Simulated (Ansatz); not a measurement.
# Work function of Pt(111): what the settings cost and change

Aim: the work function of Pt(111) against thickness and vacuum, with the cost.

Main program and level: Ansatz 0.2.0; plane-wave DFT, PBE, Ansatz PAW.

The experiments to compare with:

“Anisotropic work function of elemental crystals” (2019, arxiv:1902.07811) quotes from earlier work for Pt (clean (111) face, a compiled value): work function (clean (111) face, a compiled value) 5.91 eV.

## (1) The system as given

The cell holds 1 atom: 1 Pt. Its edges and angles: a = 2.772 Å, b = 2.772 Å, c = 18.000 Å, α = 90.0°, β = 90.0°, γ = 60.0°. Vacuum lies along c.

## (2) Slab, setting 1 layer

A work function rests on the faint tail of the density, so the SCF threshold is tight. The slab grows from one layer, at fixed mesh and 18 Å of vacuum; then the vacuum is varied on one slab.

Contents of input.yaml:

```yaml
crystal:
  lattice:
    - [2.7718585823, 0.0, 0.0]
    - [1.3859292911, 2.4004999479, 0.0]
    - [0.0, 0.0, 18.0]
  atoms:
    - { symbol: Pt, position: [0.6666666667, 0.6666666667, 0.5] }
kpoints:
  mp_grid: { grid: [17, 17, 1] }
hamiltonian:
  xc: pbe
scf:
  occupations: { method: fermi_dirac, width: 0.1 }
  convergence: { dr2_threshold: 1.0e-09 }
efield:
  axis: 3
  dipole_correction: true
  ramp_position: 0.97
  ramp_width: 0.06
output:
  write_potential: true
  write_density: true
  volumetric_format: npy
  elf: true
```

The run is started by

```console
$ ansatz run input.yaml --threads 2 --pin off --max-ram 3072MiB --backend cpu --events-out ev --progress --plain --runs-dir out
```

Output:

```text
Engine: ansatz 0.2.0, aarch64-unknown-linux-gnu
Pseudopotentials: kind: paw
Pseudopotential: Pt, paw, valence charge 18, recommended cutoff 420 eV (normal), Pt.paw.azcp
Functional definition: PBE
  parameter kappa = 0.804
  parameter beta = 0.066725
  exchange = pbe_x(kappa = kappa, mu = beta*pi^2/3)
  correlation = pbe_c(beta = beta)
Crystal: 1 atoms, lattice volume = 119.769 Å³
Basis set: ecut = 420 eV, 2377 PW (Γ)
Bands: 13, of which v1, the nominal top of the filled ones, is band 9 counted from 1 (8 counted from 0)
Symmetry: 12 space group operations
k-points: 33 of 289
Non-local potential: Pt, projectors of the file, l = 0: 3, l = 1: 2, l = 2: 2, l = 3: 1
PAW form: soft (Blöchl's): semilocal exchange-correlation on the pseudo side does not see the compensation charge
PAW one-centre angular grid: Pt, 590 points (default); XC on 64 Gauss nodes
Initial density: superposition of atomic densities (neutral atoms: chi_scale 0, normalization atom), corrected by the library's trained network
Initial wavefunctions: pseudopotential atomic-orbital guess
Functional: x = pbe(κ = 0.804, μ = 0.219515), c = pbe(β = 0.066725)
SCF iter   1: F=—  HF=-12521.957923 eV  |F-HF|=—  |Δ(HF+E_count)|=         —  Δρ=5.66e-3  dr2=8.35e-3  ethr=1.77e-3  p=0.000 e·Å  D=1.17e-16 V/Å  ΔV_dip=-0.00 eV  dr2_dipole=9.73e-11  V_vac-E_F(+/−)=6.55/6.55 eV  ⟨swp⟩=6.0  Hψ=2548  notcnv=0
efield: sawtooth ramp at fractional position 0.9700 (set: `efield.ramp_position`, or a place that a band, a saddle search or an elastic batch's reference lends), width 0.0600; the density the first Hamiltonian is built on has a dipole p = 0.000 e·Å; the dipole correction subtracts the counter field D = 1.17e-16 V/Å, which shifts the + side's vacuum level by -0.00 eV against the − side's; the planar-averaged density in the ramp window peaks in size at 9.0e-6 e/Å³
preconditioner: auto → LDOS  [metal: Δε(μ)=0.017 eV  Ē_g=8.768 eV  σ=0.100 eV  W_gap=0.04  n_scr=10 (ndim 8)  ℏωp=10.7 eV  f_vac=0.764  D(μ)=2.05/eV (n_scr^D=10)  β→1.0]
SCF iter   2: F=—  HF=-12521.959044 eV  |F-HF|=—  |Δ(HF+E_count)|=   1.12e-3  Δρ=1.31e-3  dr2=1.26e-3  ethr=4.64e-5  p=0.000 e·Å  D=1.08e-6 V/Å  ΔV_dip=-0.00 eV  dr2_dipole=7.32e-12  V_vac-E_F(+/−)=6.56/6.56 eV  ⟨swp⟩=2.7  Hψ=1069  notcnv=0
SCF iter   3: F=—  HF=-12521.958873 eV  |F-HF|=—  |Δ(HF+E_count)|=   1.72e-4  Δρ=4.33e-4  dr2=2.11e-4  ethr=6.99e-6  p=-0.000 e·Å  D=-1.43e-6 V/Å  ΔV_dip=0.00 eV  dr2_dipole=2.30e-11  V_vac-E_F(+/−)=6.60/6.60 eV  ⟨swp⟩=2.9  Hψ=830  notcnv=0
SCF iter   4: F=—  HF=-12521.958821 eV  |F-HF|=—  |Δ(HF+E_count)|=   5.16e-5  Δρ=5.92e-5  dr2=4.19e-6  ethr=1.17e-6  p=0.000 e·Å  D=2.68e-7 V/Å  ΔV_dip=-0.00 eV  dr2_dipole=2.53e-12  V_vac-E_F(+/−)=6.59/6.59 eV  ⟨swp⟩=2.4  Hψ=640  notcnv=0
SCF iter   5: F=—  HF=-12521.958821 eV  |F-HF|=—  |Δ(HF+E_count)|=   2.10e-7  Δρ=1.86e-5  dr2=3.66e-7  ethr=2.33e-8  p=-0.000 e·Å  D=-7.70e-7 V/Å  ΔV_dip=0.00 eV  dr2_dipole=1.27e-11  V_vac-E_F(+/−)=6.59/6.59 eV  ⟨swp⟩=2.4  Hψ=651  notcnv=0
SCF iter   6: F=—  HF=-12521.958819 eV  |F-HF|=—  |Δ(HF+E_count)|=   1.58e-6  Δρ=4.23e-6  dr2=2.10e-8  ethr=2.03e-9  p=0.000 e·Å  D=2.53e-7 V/Å  ΔV_dip=-0.00 eV  dr2_dipole=1.24e-12  V_vac-E_F(+/−)=6.59/6.59 eV  ⟨swp⟩=2.6  Hψ=707  notcnv=0
SCF iter   7: F=—  HF=-12521.958819 eV  |F-HF|=—  |Δ(HF+E_count)|=   2.47e-8  Δρ=1.35e-6  dr2=1.02e-9  ethr=1.16e-10  p=-0.000 e·Å  D=-8.92e-7 V/Å  ΔV_dip=0.00 eV  dr2_dipole=1.67e-11  V_vac-E_F(+/−)=6.59/6.59 eV  ⟨swp⟩=2.1  Hψ=605  notcnv=0
SCF iter   8: F=-12521.958819 eV  HF=-12521.958819 eV  |F-HF|=5.46e-11  |Δ(HF+E_count)|=  6.33e-10  Δρ=3.09e-7  dr2=7.88e-11  ethr=5.56e-12  p=0.000 e·Å  D=5.55e-7 V/Å  ΔV_dip=-0.00 eV  dr2_dipole=5.17e-12  V_vac-E_F(+/−)=6.59/6.59 eV  ⟨swp⟩=4.9  Hψ=1420  notcnv=0
SCF 1 converged in 8 iterations: F = -12521.958819 eV  dr2 = 7.88e-11
  greatest PAW one-centre occupation: 1.000 electrons in one spin orbital (limit 2), on the Pt atom at site 0 (counted from 0), in its partial waves of l = 0
WARN: The output density's exchange-correlation potential varies sharply where the density is thin. Do not read a vacuum level from v_tot or v_xc, or from such a field of the output density. On a cell that repeats whose density bears no net charge and no dipole along the vacuum's axis use v_es (v_loc + v_h of the components); under efield.dipole_correction with no amplitude use v_es + v_field, which holds any externa [...]
SCF converged after 8 iterations
Free energy (F): -12521.958819 eV
Harris-Foulkes:  -12521.958819 eV  (|F-HF|=5.46e-11)
Internal energy: -12521.886420 eV  (E = F + TS)
E sigma→0 (E₀):  -12521.922620 eV
Entropy (-TS):   -0.072399 eV (-72.399 meV/atom)
Fermi energy:    -2.905708 eV
Dipole field:    D = -0.000003 V/Å  (p = -0.000002 e·Å, saw-weighted, corrected)
Work function:   Φ+ = 6.5875 eV   Φ− = 6.5874 eV
Levels:          The Fermi level and band energies are counted from a zero that moves with the ramp; work functions are not
--- Per-component energies (eV) ---
  E_band       = -575.636358
  E_kinetic    = 632.741538
  E_local      = -12588.037659  (includes V_loc(G=0)·N_el)
  E_nonlocal   = 200.455247
  E_hartree    = 5883.558023
  E_xc         = -258.925459
  E_vxc        = -298.806873  (∫ρ·V_xc dr)
  E_paw        = -9454.125740  (= ΣΔE_a)
  E_vpaw       = -289.104965  (= ΣTr[D̂ρ^β])
  E_aug_tail   = 0.000198  (compensation charges beyond the density's cutoff)
  E_efield     = 0.000000  (sawtooth field / dipole correction)
  E_vefield    = 0.000000  (∫n·V_field dr)
  E_ewald      = 3062.447431
  E_smearing   = -0.072399  (= −TS)
  E_closure    = -0.000000  (closes the sum)
  Σ components = -12521.958819   (vs F -12521.958819, Δ=0.00e0)
--- Band table (eV; the first three rows and the last of 33) ---
  k-point 0: bands = [... 5 lower, -5.2597, -5.2597, -4.4686, -2.6456, -2.6456, -0.6238, 3.3570, 3.9385]
  k-point 1: bands = [... 5 lower, -5.3241, -5.1682, -4.4300, -2.9019, -2.6677, -0.3343, 3.4437, 4.0388]
  k-point 2: bands = [... 5 lower, -5.4849, -4.8992, -4.3173, -3.4341, -2.7304, 0.3053, 3.7038, 4.3365]
  k-point 32: bands = [... 5 lower, -5.0575, -5.0185, -4.6302, -3.2133, 3.3386, 4.9203, 6.6465, 7.8870]
```

Elapsed: 7.3 s, on 2 threads of Arm Neoverse N1, shared host; peak memory 0.38 GiB; 14 s of CPU time.

The column dr2 measures how far the density is from self-consistency, as an energy; F and HF (Harris–Foulkes) agree once it is small.

Read from the output:

| Item | Value |
| --- | --- |
| energy at zero smearing | -12521.9226 eV |
| work function, upper face | 6.587 eV |

Running mean over 2.263 Å of the planar mean; the ramp of the sawtooth is left out. The electron's electrostatic potential energy less the Fermi level by z:

z (Å), electron's electrostatic potential energy less the Fermi level (eV) and a bar from the least value:
```
     2.88        6.6 ##############################
     3.17        6.6 ##############################
     3.60        6.6 ##############################
     3.89        6.6 ##############################
     4.18        6.6 ##############################
     4.46        6.6 ##############################
     4.90        6.6 ##############################
     5.18        6.6 ##############################
     5.47        6.6 ##############################
     5.90        6.6 ##############################
     6.19        6.5 ##############################
     6.48        6.4 ##############################
     6.91        5.8 #############################
     7.20        4.7 ###########################
     7.49        2.3 ######################
     7.78       -1.2 ################
     8.21       -6.7 #######
     8.50       -9.2 ##
     8.78      -10.4 
     9.22      -10.4 
     9.50       -9.2 ##
     9.79       -6.7 #######
    10.22       -1.2 ################
    10.51        2.3 ######################
    10.80        4.7 ###########################
    11.09        5.8 #############################
    11.52        6.4 ##############################
    11.81        6.5 ##############################
    12.10        6.6 ##############################
    12.53        6.6 ##############################
    12.82        6.6 ##############################
    13.10        6.6 ##############################
    13.54        6.6 ##############################
    13.82        6.6 ##############################
    14.11        6.6 ##############################
    14.40        6.6 ##############################
    14.83        6.6 ##############################
    15.12        6.6 ##############################
```

Electrostatic potential energy in the ca plane at fractional y = 0.667, with atoms of Pt within 0.2 Å of it. With pseudopotentials it is smooth inside the atoms' cores, unlike the true potential.

Values in eV, 5 rows by 16 columns, each cell a mean:
```
  4   4   4   4   4   4   3 -26 -34   2   4   4   4   4   4   4
  4   4   4   4   4   4   2 -35 -43   1   4   4   4   4   4   4
  4   4   4   4   4   4   3 -25 -33   2   4   4   4   4   4   4
  4   4   4   4   4   4   3  -4  -6   3   4   4   4   4   4   4
  4   4   4   4   4   4   3  -4  -6   3   4   4   4   4   4   4
```
Columns run along c (18.0 Å; values clipped at the 3rd and 97th percentile), rows up along a (2.8 Å). Atoms in or near the plane, at fractional coordinates: Pt at (0.50, 0.67).

ELF in the ca plane at fractional y = 0.667, with atoms of Pt within 0.2 Å of it. It is the smooth field of the valence electrons, not physical close to the nuclei.

Ten even steps from '0' (0.00) to '9' (0.68), each cell a mean:
```
00000000000000000134578654210000000000000000
00000000000000000245799865310000000000000000
00000000000000001246899975310000000000000000
00000000000000000245799865310000000000000000
00000000000000000134567543200000000000000000
00000000000000000013344432100000000000000000
00000000000000000012344432100000000000000000
00000000000000000023444432100000000000000000
```
Columns run along c (18.0 Å), rows up along a (2.8 Å). Atoms in or near the plane, at fractional coordinates: Pt at (0.50, 0.67).

Valence density in the ca plane at fractional y = 0.667, with atoms of Pt within 0.2 Å of it. It is the smooth field of the valence electrons, not physical close to the nuclei.

Ten steps, logarithmic in the rise over the least value, from '0' (0 e/Å³) to '9' (11 e/Å³), each cell a mean:
```
00000000000000000012577631000000000000000000
00000000000000000013699852000000000000000000
00000000000000000013799852000000000000000000
00000000000000000013689842000000000000000000
00000000000000000002467531000000000000000000
00000000000000000001234321000000000000000000
00000000000000000001233210000000000000000000
00000000000000000001344321000000000000000000
```
Columns run along c (18.0 Å), rows up along a (2.8 Å). Atoms in or near the plane, at fractional coordinates: Pt at (0.50, 0.67).

The work function is 6.587 eV.

## (3) Slab, 2 atoms

System of this step: Pt(111). The cell holds 2 atoms: 2 Pt. Its edges and angles: a = 2.772 Å, b = 2.772 Å, c = 20.263 Å, α = 90.0°, β = 90.0°, γ = 60.0°. Vacuum lies along c.

input.yaml, the sections that differ from step 2:

```yaml
crystal:
  lattice:
    - [2.7718585823, 0.0, 0.0]
    - [1.3859292911, 2.4004999479, 0.0]
    - [0.0, 0.0, 20.2632130552]
  atoms:
    - { symbol: Pt, position: [0.6666666667, 0.6666666667, 0.4441546351] }
    - { symbol: Pt, position: [0.0, 0.0, 0.5558453649] }
output:
  write_potential: true
  write_density: true
  volumetric_format: npy
# kpoints, hamiltonian, scf, efield: as in step 2
```

Output:

```text
[...]
Crystal: 2 atoms, lattice volume = 134.828 Å³
Basis set: ecut = 420 eV, 2647 PW (Γ)
Bands: 22, of which v1, the nominal top of the filled ones, is band 18 counted from 1 (17 counted from 0)
Symmetry: 6 space group operations
k-points: 33 of 289 (time reversal used)
[...]
k-point 0: bands = [... 14 lower, -2.1468, -0.6442, -0.2445, -0.2445, 0.7624, 0.7624, 1.8239, 6.1790]
  k-point 1: bands = [... 14 lower, -2.0641, -0.8610, -0.2824, -0.0427, 0.3800, 0.7678, 2.3345, 6.2623]
  k-point 2: bands = [... 14 lower, -1.8263, -1.2074, -0.3737, -0.2491, 0.4061, 0.7765, 3.2101, 6.5107]
  k-point 32: bands = [... 14 lower, -1.8555, -0.3784, 0.3671, 0.5111, 6.0469, 6.2881, 7.8454, 8.9003]
[key lines of the parts left out:]
SCF converged after 8 iterations
Free energy (F): -25044.860011 eV
Fermi energy:    0.828320 eV
Dipole field:    D = 0.000004 V/Å  (p = 0.000003 e·Å, saw-weighted, corrected)
Work function:   Φ+ = 5.6186 eV   Φ− = 5.6187 eV
```

Elapsed: 12 s, on 2 threads; peak memory 0.39 GiB.

The work function is 5.619 eV, -0.969 eV from the run “1 layer”, at 1.7 times its CPU time.

## (4) Run, 3 atoms

System of this step: Pt(111). The cell holds 3 atoms: 3 Pt. Cell: a = 2.772 Å, b = 2.772 Å, c = 22.526 Å, α = 90.0°, β = 90.0°, γ = 60.0°. Vacuum lies along c.

input.yaml, the sections that differ from step 3:

```yaml
crystal:
  lattice:
    - [2.7718585823, 0.0, 0.0]
    - [1.3859292911, 2.4004999479, 0.0]
    - [0.0, 0.0, 22.5264261104]
  atoms:
    - { symbol: Pt, position: [0.3333333333, 0.3333333333, 0.3995307536] }
    - { symbol: Pt, position: [0.6666666667, 0.6666666667, 0.5] }
    - { symbol: Pt, position: [0.0, 0.0, 0.6004692464] }
# kpoints, hamiltonian, scf, efield, output: as in step 3
```

Output:

```text
[...]
Crystal: 3 atoms, lattice volume = 149.887 Å³
Basis set: ecut = 420 eV, 2931 PW (Γ)
Bands: 33, of which v1, the nominal top of the filled ones, is band 27 counted from 1 (26 counted from 0)
Symmetry: 6 space group operations
k-points: 33 of 289 (time reversal used)
[...]
k-point 0: bands = [... 23 lower, 1.5733, 1.5733, 2.2243, 2.2632, 2.2632, 2.9976, 2.9976, 3.7910, ... 2 higher]
  k-point 1: bands = [... 23 lower, 1.4836, 1.5278, 1.7636, 2.2652, 2.4930, 2.8498, 3.0018, 4.4194, ... 2 higher]
  k-point 2: bands = [... 23 lower, 1.1051, 1.4363, 1.5129, 2.0643, 2.2557, 3.0135, 3.4472, 5.3967, ... 2 higher]
  k-point 32: bands = [... 23 lower, 1.4840, 2.5836, 2.6099, 2.8559, 7.9154, 7.9720, 8.7332, 9.6741, ... 2 higher]
[key lines of the parts left out:]
SCF converged after 11 iterations
Free energy (F): -37567.890197 eV
Fermi energy:    3.010560 eV
Dipole field:    D = -0.000002 V/Å  (p = -0.000002 e·Å, saw-weighted, corrected)
Work function:   Φ+ = 5.7403 eV   Φ− = 5.7403 eV
```

Elapsed: 22 s, on 2 threads; peak memory 0.45 GiB; 43 s of CPU time.

The work function is 5.740 eV, +0.122 eV from the run “2 layers”, at 1.8 times its CPU time.

## (5) Slab, 4 atoms

System of this step: Pt(111). The cell holds 4 atoms: 4 Pt. Cell: a = 2.772 Å, b = 2.772 Å, c = 24.790 Å, α = 90.0°, β = 90.0°, γ = 60.0°. Vacuum lies along c.

input.yaml, the sections that differ from step 4:

```yaml
crystal:
  lattice:
    - [2.7718585823, 0.0, 0.0]
    - [1.3859292911, 2.4004999479, 0.0]
    - [0.0, 0.0, 24.7896391657]
  atoms:
    - { symbol: Pt, position: [0.0, 0.0, 0.3630549013] }
    - { symbol: Pt, position: [0.3333333333, 0.3333333333, 0.4543516338] }
    - { symbol: Pt, position: [0.6666666667, 0.6666666667, 0.5456483662] }
    - { symbol: Pt, position: [0.0, 0.0, 0.6369450987] }
# kpoints, hamiltonian, scf, efield, output: as in step 4
```

Output:

```text
[...]
Crystal: 4 atoms, lattice volume = 164.946 Å³
Basis set: ecut = 420 eV, 3263 PW (Γ)
Bands: 44, of which v1, the nominal top of the filled ones, is band 36 counted from 1 (35 counted from 0)
Symmetry: 6 space group operations
k-points: 33 of 289 (time reversal used)
[...]
k-point 0: bands = [... 32 lower, 3.3334, 3.6657, 3.6657, 4.4296, 4.4296, 4.4857, 4.9150, 4.9150, ... 4 higher]
  k-point 1: bands = [... 32 lower, 3.2627, 3.6837, 3.6906, 3.9203, 4.3899, 4.4281, 4.9216, 5.1456, ... 4 higher]
  k-point 2: bands = [... 32 lower, 3.1410, 3.3018, 3.6321, 3.6929, 4.3367, 4.4231, 4.9390, 5.8548, ... 4 higher]
  k-point 32: bands = [... 32 lower, 4.2513, 4.5853, 4.6633, 4.7635, 9.5329, 9.6082, 10.4239, 10.5551, ... 4 higher]
[key lines of the parts left out:]
SCF converged after 9 iterations
Free energy (F): -50090.973415 eV
Fermi energy:    4.927337 eV
Dipole field:    D = -0.000001 V/Å  (p = -0.000001 e·Å, saw-weighted, corrected)
Work function:   Φ+ = 5.6636 eV   Φ− = 5.6636 eV
```

The job ended after 33 s (2 threads; peak memory 0.51 GiB).

The work function is 5.664 eV, -0.077 eV from the run “3 layers”, at 1.5 times its CPU time.

## (6) Slab, 5 atoms

System of this step: Pt(111). The cell holds 5 atoms: 5 Pt. Its edges and angles: a = 2.772 Å, b = 2.772 Å, c = 27.053 Å, α = 90.0°, β = 90.0°, γ = 60.0°. Vacuum lies along c.

input.yaml, the sections that differ from step 5:

```yaml
crystal:
  lattice:
    - [2.7718585823, 0.0, 0.0]
    - [1.3859292911, 2.4004999479, 0.0]
    - [0.0, 0.0, 27.0528522209]
  atoms:
    - { symbol: Pt, position: [0.6666666667, 0.6666666667, 0.3326821115] }
    - { symbol: Pt, position: [0.0, 0.0, 0.4163410558] }
    - { symbol: Pt, position: [0.3333333333, 0.3333333333, 0.5] }
    - { symbol: Pt, position: [0.6666666667, 0.6666666667, 0.5836589442] }
    - { symbol: Pt, position: [0.0, 0.0, 0.6673178885] }
# kpoints, hamiltonian, scf, efield, output: as in step 5
```

Output:

```text
[...]
Crystal: 5 atoms, lattice volume = 180.006 Å³
Basis set: ecut = 420 eV, 3523 PW (Γ)
Bands: 54, of which v1, the nominal top of the filled ones, is band 45 counted from 1 (44 counted from 0)
Symmetry: 6 space group operations
k-points: 33 of 289 (time reversal used)
[...]
k-point 0: bands = [... 41 lower, 4.9918, 4.9918, 5.4719, 5.4719, 6.1381, 6.1381, 6.2650, 6.4743, ... 5 higher]
  k-point 1: bands = [... 41 lower, 5.0271, 5.0373, 5.4622, 5.4731, 5.6600, 6.0028, 6.1405, 6.4819, ... 5 higher]
  k-point 2: bands = [... 41 lower, 4.8819, 5.0329, 5.0364, 5.4194, 5.4783, 6.1444, 6.3256, 6.5023, ... 5 higher]
  k-point 32: bands = [... 41 lower, 5.9512, 6.1454, 6.3052, 6.3194, 10.9019, 10.9792, 11.7882, 11.8889, ... 5 higher]
[key lines of the parts left out:]
SCF converged after 11 iterations
Free energy (F): -62613.973819 eV
Fermi energy:    6.481963 eV
Dipole field:    D = -0.000002 V/Å  (p = -0.000002 e·Å, saw-weighted, corrected)
Work function:   Φ+ = 5.6628 eV   Φ− = 5.6627 eV
```

It took 39 s on 2 threads; peak memory 0.59 GiB.

The work function is 5.663 eV, -0.001 eV from the run “4 layers”, at 1.2 times its CPU time.

(Continued in part 2 of 2.)

[Long decimals in the printed logs are rounded to 6 places.]

[Logs are printed without paths, hosts, clocks, repeated set-up lines and the standing remarks that a program may print on its own settings, such as how far it seeks lower states.]

[Hosts, paths, dates, database ids (printed as entryN), source tags and the programs' standing remarks are cut or masked in the printed files.]

[Maps of the electrostatic potential energy from Ansatz leave out the sawtooth potential of an applied field or a dipole correction, so their vacuum need not be flat; planar profiles and work functions include it.]
